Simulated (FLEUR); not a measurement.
# Collinear magnetic orders of VClO with FLEUR, part 2 of 2

A self-consistent run ends on one state, which hangs on the start. Several orders of VClO are started in FLEUR and their energies compared.

FLEUR MaX-R8.1; PBEsol with U = 3.2 eV on V d; all-electron FLAPW, Dirac cores, scalar-relativistic bands.

So far. Step 2 (Run 1 (ferro ++)): After 26 cycles the largest moment stands at 1.87 μB.

## (3) Run 2 (antiferro +-)

Another pattern of signs weighs the neighbour shells otherwise.

inp.xml reads:

```
<?xml version="1.0" encoding="UTF-8" standalone="no"?>
<fleurInput fleurInputVersion="0.39">
   <comment>
      VClO
   </comment>
   <calculationSetup>
      <cutoffs Kmax="4.4" Gmax="13.2" GmaxXC="13.2" numbands="0"/>
      <scfLoop itmax="130" minDistance="0.0001" maxIterBroyd="15" imix="Anderson" alpha="0.05" precondParam="0.0" spinf="2.0" sdNocoIR="T"/>
      <coreElectrons ctail="T" frcor="F" kcrel="0" coretail_lmax="0"/>
      <xcFunctional name="PBEs" relativisticCorrections="F"/>
      <magnetism jspins="2"/>
      <soc l_soc="F" theta="0.0" phi="0.0" spav="F"/>
      <expertModes spex="0" secvar="F"/>
      <geometryOptimization l_f="F" forcealpha="1.0" forcemix="BFGS" epsdisp="0.00001" epsforce="0.00001"/>
      <ldaU l_linMix="F" mixParam="0.05" spinf="1.0"/>
   </calculationSetup>
   <cell>
      <bzIntegration valenceElectrons="52.0" mode="hist" fermiSmearingEnergy="0.00183747">
         <kPointListSelection listName="default-1"/>
         <xi:include xmlns:xi="http://www.w3.org/2001/XInclude" href="kpts.xml"> </xi:include>
      </bzIntegration>
      <xi:include xmlns:xi="http://www.w3.org/2001/XInclude" href="sym.xml"> </xi:include>
      <bulkLattice scale="1.0">
         <bravaisMatrix>
            <row-1>    6.2360962111799996     0.0000000000000000     0.0000000000000000</row-1>
            <row-2>    0.0000000000000000     7.1431647509879994     0.0000000000000000</row-2>
            <row-3>    0.0000000000000000     0.0000000000000000    14.9477336455860002</row-3>
         </bravaisMatrix>
      </bulkLattice>
   </cell>
   <atomSpecies>
      <species name="Vanadium (2.002" element="V" atomicNumber="23">
         <mtSphere radius="2.32" gridPoints="767" logIncrement="0.016"/>
         <atomicCutoffs lmax="8" lnonsphr="6"/>
         <electronConfig flipSpins="F">
            <coreConfig>(1s1/2) (2s1/2) (2p1/2) (2p3/2)</coreConfig>
            <valenceConfig>(3s1/2) (3p1/2) (3p3/2) (4s1/2) (3d3/2) (3d5/2)</valenceConfig>
            <stateOccupation state="(3d3/2)" spinUp="0.701" spinDown="0.499"/>
            <stateOccupation state="(3d5/2)" spinUp="1.8" spinDown="0.0"/>
         </electronConfig>
         <energyParameters s="4" p="4" d="3" f="4"/>
         <ldaU l="2" U="3.2" J="0.0" l_amf="F"/>
         <lo type="SCLO" l="0" n="3" eDeriv="0"/>
         <lo type="SCLO" l="1" n="3" eDeriv="0"/>
      </species>
      <species name="Vanadium (-2.002" element="V" atomicNumber="23">
         <mtSphere radius="2.32" gridPoints="767" logIncrement="0.016"/>
         <atomicCutoffs lmax="8" lnonsphr="6"/>
         <electronConfig flipSpins="F">
            <coreConfig>(1s1/2) (2s1/2) (2p1/2) (2p3/2)</coreConfig>
            <valenceConfig>(3s1/2) (3p1/2) (3p3/2) (4s1/2) (3d3/2) (3d5/2)</valenceConfig>
            <stateOccupation state="(3d3/2)" spinUp="0.499" spinDown="0.701"/>
            <stateOccupation state="(3d5/2)" spinUp="0.0" spinDown="1.8"/>
         </electronConfig>
         <energyParameters s="4" p="4" d="3" f="4"/>
         <ldaU l="2" U="3.2" J="0.0" l_amf="F"/>
         <lo type="SCLO" l="0" n="3" eDeriv="0"/>
         <lo type="SCLO" l="1" n="3" eDeriv="0"/>
      </species>
      <species name="Chlorine (Cl)" element="Cl" atomicNumber="17">
         <mtSphere radius="2.03" gridPoints="671" logIncrement="0.017"/>
         <atomicCutoffs lmax="8" lnonsphr="6"/>
         <electronConfig flipSpins="F">
            <coreConfig>(1s1/2) (2s1/2) (2p1/2) (2p3/2)</coreConfig>
            <valenceConfig>(3s1/2) (3p1/2) (3p3/2)</valenceConfig>
            <stateOccupation state="(3p1/2)" spinUp="0.833333" spinDown="0.833333"/>
            <stateOccupation state="(3p3/2)" spinUp="1.666667" spinDown="1.666667"/>
         </electronConfig>
         <energyParameters s="3" p="3" d="3" f="4"/>
      </species>
      <species name="Oxygen (O)" element="O" atomicNumber="8">
         <mtSphere radius="1.31" gridPoints="433" logIncrement="0.024"/>
         <atomicCutoffs lmax="6" lnonsphr="4"/>
         <electronConfig flipSpins="F">
            <coreConfig>(1s1/2)</coreConfig>
            <valenceConfig>(2s1/2) (2p1/2) (2p3/2)</valenceConfig>
            <stateOccupation state="(2p1/2)" spinUp="0.666667" spinDown="0.666667"/>
            <stateOccupation state="(2p3/2)" spinUp="1.333333" spinDown="1.333333"/>
         </electronConfig>
         <energyParameters s="2" p="2" d="3" f="4"/>
      </species>
   </atomSpecies>
   <atomGroups>
      <atomGroup species="Vanadium (2.002">
         <relPos label="                   1">.0000000000 1.000/2.000 .1148000000</relPos>
         <force calculate="T" relaxXYZ="TTT"/>
      </atomGroup>
      <atomGroup species="Vanadium (-2.002">
         <relPos label="                   2">1.000/2.000 .0000000000 -.1148000000</relPos>
         <force calculate="T" relaxXYZ="TTT"/>
      </atomGroup>
      <atomGroup species="Chlorine (Cl)">
         <relPos label="                   3">1.000/2.000 1.000/2.000 .3279000000</relPos>
         <force calculate="T" relaxXYZ="TTT"/>
      </atomGroup>
      <atomGroup species="Chlorine (Cl)">
         <relPos label="                   4">.0000000000 .0000000000 -.3279000000</relPos>
         <force calculate="T" relaxXYZ="TTT"/>
      </atomGroup>
      <atomGroup species="Oxygen (O)">
         <relPos label="                   5">1.000/2.000 1.000/2.000 -.0458000000</relPos>
         <force calculate="T" relaxXYZ="TTT"/>
      </atomGroup>
      <atomGroup species="Oxygen (O)">
         <relPos label="                   6">.0000000000 .0000000000 .0458000000</relPos>
         <force calculate="T" relaxXYZ="TTT"/>
      </atomGroup>
   </atomGroups>
   <output dos="F" band="F" slice="F">
      <bandDOS minEnergy="-.5*Htr" maxEnergy="0.5*Htr" sigma="0.015" storeEVData="T"/>
      <plotting iplot="0" polar="F">
         <plot TwoD="T" vec1="  1.0  0.0  0.0" vec2="  0.0  1.0  0.0" vec3="  0.0  0.0  1.0" zero="  0.0  0.0  0.0" file="plot"/>
      </plotting>
      <moessbauerParams electricFieldGradient="F" isomerShift="F" coreHyperfine="F" valenceHyperfine="F"/>
   </output>
</fleurInput>
```

crystal.txt reads:

```
VClO
&input film=F cartesian=F /
3.30000000000  0.00000000000  0.00000000000
0.00000000000  3.78000000000  0.00000000000
0.00000000000  0.00000000000  7.91000000000
1.8897261246
1.0 1.0 1.0

6
23 0.00000000000  0.50000000000  0.11480000000 : 2.002
23 0.50000000000  0.00000000000  0.88520000000 : -2.002
17 0.50000000000  0.50000000000  0.32790000000
17 0.00000000000  0.00000000000  0.67210000000
8 0.50000000000  0.50000000000  0.95420000000
8 0.00000000000  0.00000000000  0.04580000000

&kpt div1=6 div2=6 div3=6 gamma=T /
```

Started as:

```bash
$ OMP_NUM_THREADS=1 inpgen -f crystal.txt > inpgen.log  # inp.xml is then edited as shown
$ OMP_NUM_THREADS=1 mpirun -n 4 fleur_MPI > fleur.log
```

The program printed:

```text
[banner, memory and clock lines left out]
Welcome to FLEUR        (www.flapw.de)
      MaX-Release 8.1          (www.max-centre.eu)

 ========== k-point set info ==========
 Selected k-point list: default-1
 k-point list type: mesh
 6 x 6 x 6
 Number of k points: 64

 ------------Calculation Setup---------------------------
 Number of PE/node        :            4
 Number of OMP-threads    :            1
 k-points in parallel     :            4
 pe's per k-point         :            1
 No of k-point loops      :           16
 Eigenvalue solver        :       lapack
 Number of basis functions:         1016
 Approximate size of matrices (H+S) per k-point:         0.031 GB
 no density matrix found ... skipping LDA+U
 Reset of history
 Iteration:     1   Distance:      18.42499743 me/bohr^3
 Iteration:     2   Distance:      19.07594481 me/bohr^3
 Iteration:     3   Distance:      16.96946594 me/bohr^3
 Iteration:     4   Distance:      10.53662986 me/bohr^3
 Iteration:     5   Distance:      12.06993371 me/bohr^3
 Iteration:     6   Distance:       2.57819186 me/bohr^3
 Iteration:     7   Distance:       2.09472876 me/bohr^3
 Iteration:     8   Distance:       1.26591912 me/bohr^3
 Iteration:     9   Distance:       0.57699070 me/bohr^3
 Iteration:    10   Distance:       0.38394936 me/bohr^3
 Iteration:    11   Distance:       0.31785824 me/bohr^3
 Iteration:    12   Distance:       0.20901197 me/bohr^3
 Iteration:    13   Distance:       0.11150551 me/bohr^3
 Iteration:    14   Distance:       0.07415092 me/bohr^3
 Iteration:    15   Distance:       0.02280031 me/bohr^3
 Iteration:    16   Distance:       0.02006259 me/bohr^3
 Iteration:    17   Distance:       0.01911129 me/bohr^3
 Iteration:    18   Distance:       0.01416304 me/bohr^3
 Iteration:    19   Distance:       0.00637002 me/bohr^3
 Iteration:    20   Distance:       0.00178425 me/bohr^3
 Iteration:    21   Distance:       0.00215669 me/bohr^3
 Iteration:    22   Distance:       0.00104517 me/bohr^3
 Iteration:    23   Distance:       0.00042444 me/bohr^3
 Iteration:    24   Distance:       0.00025307 me/bohr^3
 Iteration:    25   Distance:       0.00007590 me/bohr^3

 ********************************************************************
 Run finished successfully
 Stop message:
   all done
 ********************************************************************

--- out.xml (last complete iteration) ---
<iteration numberForCurrentRun="   25" overallNumber="   25">
         [... left out ...]
         <bandgap value="1.2968968422" units="eV"/>
         <sumValenceSingleParticleEnergies value="-25.7039687501" units="Htr"/>
         <FermiEnergy value="0.1705732692" units="Htr"/>
         <valenceDensity>
            <mtCharges spin="1">
               <mtCharge atomType="1" total="6.6209633" s="1.1135908" p="3.1361844" d="2.3137587" f="0.0425962"/>
               <mtCharge atomType="2" total="4.7894273" s="1.1043475" p="3.1253759" d="0.5009313" f="0.0428690"/>
               <mtCharge atomType="3" total="2.5908936" s="0.8002958" p="1.7736230" d="0.0144847" f="0.0018920"/>
               <mtCharge atomType="4" total="2.5971690" s="0.8005397" p="1.7870630" d="0.0085658" f="0.0007713"/>
               <mtCharge atomType="5" total="2.0881192" s="0.6426440" p="1.4432710" d="0.0019153" f="0.0002532"/>
               <mtCharge atomType="6" total="2.0796951" s="0.6411944" p="1.4360651" d="0.0021208" f="0.0002739"/>
            </mtCharges>
            <mtCharges spin="2">
               <mtCharge atomType="1" total="4.7894251" s="1.1043471" p="3.1253755" d="0.5009298" f="0.0428690"/>
               <mtCharge atomType="2" total="6.6209626" s="1.1135908" p="3.1361844" d="2.3137580" f="0.0425962"/>
               <mtCharge atomType="3" total="2.5971687" s="0.8005396" p="1.7870628" d="0.0085658" f="0.0007713"/>
               <mtCharge atomType="4" total="2.5908939" s="0.8002960" p="1.7736231" d="0.0144848" f="0.0018920"/>
               <mtCharge atomType="5" total="2.0796978" s="0.6411945" p="1.4360677" d="0.0021208" f="0.0002739"/>
               <mtCharge atomType="6" total="2.0881213" s="0.6426441" p="1.4432730" d="0.0019153" f="0.0002532"/>
            </mtCharges>
            <spinDependentCharge spin="1" total="26.0000000" interstitial="5.2337325" mtSpheres="20.7662675"/>
            <spinDependentCharge spin="2" total="26.0000000" interstitial="5.2337306" mtSpheres="20.7662694"/>
            <totalCharge value="52.0000000000"/>
         </valenceDensity>
         [... left out ...]
         <magneticMomentsInMTSpheres units="muBohr">
            <globalMagMoment atomType="1" vec="0.00000   0.00000   1.83154"/>
            <localMagMoment atomType="1" vec="0.00000   0.00000   1.83154"/>
            <globalMagMoment atomType="2" vec="0.00000   0.00000  -1.83154"/>
            <localMagMoment atomType="2" vec="0.00000   0.00000  -1.83154"/>
            <globalMagMoment atomType="3" vec="0.00000   0.00000  -0.00628"/>
            <localMagMoment atomType="3" vec="0.00000   0.00000  -0.00628"/>
            <globalMagMoment atomType="4" vec="0.00000   0.00000   0.00628"/>
            <localMagMoment atomType="4" vec="0.00000   0.00000   0.00628"/>
            <globalMagMoment atomType="5" vec="0.00000   0.00000   0.00842"/>
            <localMagMoment atomType="5" vec="0.00000   0.00000   0.00842"/>
            <globalMagMoment atomType="6" vec="0.00000   0.00000  -0.00843"/>
            <localMagMoment atomType="6" vec="0.00000   0.00000  -0.00843"/>
         </magneticMomentsInMTSpheres>
         [... left out ...]
         <totalEnergy value="    -2968.3758925254" units="Htr">
            <sumOfEigenvalues value="    -1705.9493131936">
               <coreElectrons value="-1680.2453444435"/>
               <valenceElectrons value="-25.7039687501"/>
            </sumOfEigenvalues>
            <densityCoulombPotentialIntegral value="-4488.5028098008"/>
            <densityEffectivePotentialIntegral value="-4698.1558293262"/>
            <chargeDenXCDenIntegral value="-160.4308672826"/>
            <FockExchangeEnergyValence value="0.0000000000"/>
            <FockExchangeEnergyCore value="0.0000000000"/>
         [... left out ...]
            <dftUCorrection value="-0.2093886749"/>
            <tkbTimesEntropy value="0.0000000000"/>
            <freeEnergy value="-2968.3758925254"/>
            <extrapolationTo0K value="-2968.3758925254"/>
         </totalEnergy>
         [... left out ...]
         <ldaUDensityMatrixConvergence>
            <distance spin="1" distance="0.000008"/>
            <distance spin="2" distance="0.000008"/>
         </ldaUDensityMatrixConvergence>
         <densityConvergence units="me/bohr^3">
            <chargeDensity spin="1" distance="0.0000536233"/>
            <chargeDensity spin="2" distance="0.0000534875"/>
            <overallChargeDensity distance="0.0000758996"/>
            <spinDensity distance="0.0000755777"/>
         </densityConvergence>
      </iteration>
```

It took 7.7 min on 4 MPI ranks of AMD EPYC 7R13 (Zen 3), shared host; peak memory 0.64 GiB; 31 min of CPU time.

Spin moment in the muffin-tin sphere by atom:

```csv
atom,spin moment in the muffin-tin sphere (μB)
V1,1.83
V2,-1.83
Cl3,-0.01
Cl4,0.01
O5,0.01
O6,-0.01
```

This step gave:

```
free energy                                                       : -80773.6229 eV
program's band gap on this mesh (in a metal only a level spacing) : 1.297 eV
magnetization                                                     : 0 μB
final state                                                       : antiferromagnetic
```

It lies 12.9 meV a seeded atom over the first start, and its largest moment is 1.83 μB against 1.87 μB.

## (4) Ranking

Free energies are divided by the number of seeded atoms.

Orders:

```csv
start,final state,typed order kept,energy over the lowest (meV a seeded atom),largest sphere moment (μB),net moment (μB a primitive cell),mesh matched,CPU time (s)
ferro ++,ferromagnetic,yes,0,1.867,4,yes,852.6
antiferro +-,antiferromagnetic,yes,12.94,1.832,0,yes,1840
```

## (5) Outcome

```json
{
  "lowest state found": "ferromagnetic (typed ferro ++)",
  "largest site spin moment": "1.87 μB",
  "next finished state": "antiferromagnetic, 12.9 meV a seeded atom higher"
}
```

**Reading.** The lowest state found is ferromagnetic, reached from the start ferro ++, with moments up to 1.87 μB. The next finished state costs 13 meV a seeded atom. This is the lowest of 2 finished starts, no proof of the ground state.

[Logs and program files are shortened in this print: banners, set-up blocks, solver, clock and traceback lines can be left out without a mark of their own.]

[Logs are printed without paths, hosts, clocks, repeated set-up lines and the standing remarks that a program may print on its own settings, such as how far it seeks lower states.]

[Hosts, paths, dates, database ids (printed as entryN), source tags and the programs' standing remarks are cut or masked in the printed files.]

[Where a cell is said to come from a database of computed structures, the database is the Materials Project.]
